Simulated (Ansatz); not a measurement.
Consider CsIrCl3 (cubic perovskite) (Pm-3m).

The structure was built from a prototype and need not be the compound's stable phase.

```yaml
crystal:
  lattice:
    - [-4.98627, 0.00000, 0.00000]
    - [0.00000, 0.00000, -4.98627]
    - [0.00000, -4.98627, 0.00000]
  atoms:
    - { symbol: Cs, position: [0.00000, 0.00000, 0.00000] }
    - { symbol: Ir, position: [0.50000, 0.50000, 0.50000] }
    - { symbol: Cl, position: [0.50000, 0.50000, 0.00000] }
    - { symbol: Cl, position: [0.50000, 0.00000, 0.50000] }
    - { symbol: Cl, position: [0.00000, 0.50000, 0.50000] }
```

The structure was relaxed with PBE. The structure type comes from a generator and need not be one that this composition takes. The structure was generated from a model, not taken from a measurement. The runs that relaxed it are not among those shown. The program's search for lower electronic states was switched off, so nothing shows that the state found is the lowest. Spin-orbit coupling is left out unless a run names it. PAW set soft_2, made with PBE.

A constrained-RPA run (Ansatz 0.2.0; non-magnetic PBE; Ir d, bands v4 to c1, 4×4×4 mesh, medium accuracy) builds 5 functions on bands 4.9 eV wide, with 7.0 electrons in the window. The bare on-site interaction is 10.9 eV and the bare J 0.37 eV.

Q: What U and J survive the screening?

On the Ir d shell, U = 3.16 eV (29 % of the bare value), U′ = 2.58 eV, J = 0.26 eV.

The parent state is non-magnetic and the interaction static (zero frequency); U depends on the window and the orbitals, so it belongs to this model alone. Spin-orbit coupling, which is strong for atoms this heavy, is left out.

[Paths, hosts, dates, memory and timing lines, banners, echoed tables and standing remarks are left out of the program output.]

[Logs are printed without paths, hosts, clocks, repeated set-up lines and the standing remarks that a program may print on its own settings, such as how far it seeks lower states.]

[Runs of the session that timed out or met a known fault of the program may be left out.]

[Hosts, paths, dates, database ids (printed as entryN), source tags and the programs' standing remarks are cut or masked in the printed files.]
